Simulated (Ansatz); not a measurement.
CsPbCl3 (Pm-3m), computed twice by G0W0.

```
Cs Pb Cl
1.0
     5.60500    0.00000    0.00000
     0.00000    5.60500    0.00000
     0.00000    0.00000    5.60500
Cs Pb Cl
1 1 3
Direct
  0.00000 0.00000 0.00000
  0.50000 0.50000 0.50000
  0.50000 0.50000 0.00000
  0.00000 0.50000 0.50000
  0.50000 0.00000 0.50000
```

The cell and positions come from the Crystallography Open Database and are kept as given unless a step says otherwise. Spin-orbit coupling is left out unless a run names it. PAW set soft_2, made with PBE.

The first (Ansatz 0.2.0; start PBE with 5 % screened exact exchange, 4×4×4 mesh, 734 empty bands, screening to 150 eV; 1 × NVIDIA H100 80GB HBM3 (shared by 6 runs) with 3 threads of AMD EPYC 7R13 (Zen 3), shared host) gave, on its mesh: starting gap 2.06 eV, G0W0 gap 3.26 eV, RPA ε∞ (mean) 4.12, 59 s.

The second gave: starting gap 2.46 eV, G0W0 gap 3.51 eV, RPA ε∞ (mean) 3.59, 65 s.

Question: What was changed in the input? Choose among start, files, mesh, bands and cutoff, frequency model or another key.

Changed: start from PBE with 5 % screened exact exchange to PBE with 20 % screened exact exchange. A jump of this size in the start, with ε∞ moving the other way, marks another functional. Other changes could give like numbers; this is the one that was made.

Limits: not at the basis limit; no spin-orbit coupling.

[Paths, hosts, dates, memory and timing lines, banners, echoed tables and standing remarks are left out of the program output.]

[Logs are printed without paths, hosts, clocks, repeated set-up lines and the standing remarks that a program may print on its own settings, such as how far it seeks lower states.]

[Runs of the session that timed out or met a known fault of the program may be left out.]

[Cells called generated may have been cut or substituted from an entry of the Crystallography Open Database or the Materials Project.]

[Hosts, paths, dates, database ids (printed as entryN), source tags and the programs' standing remarks are cut or masked in the printed files.]
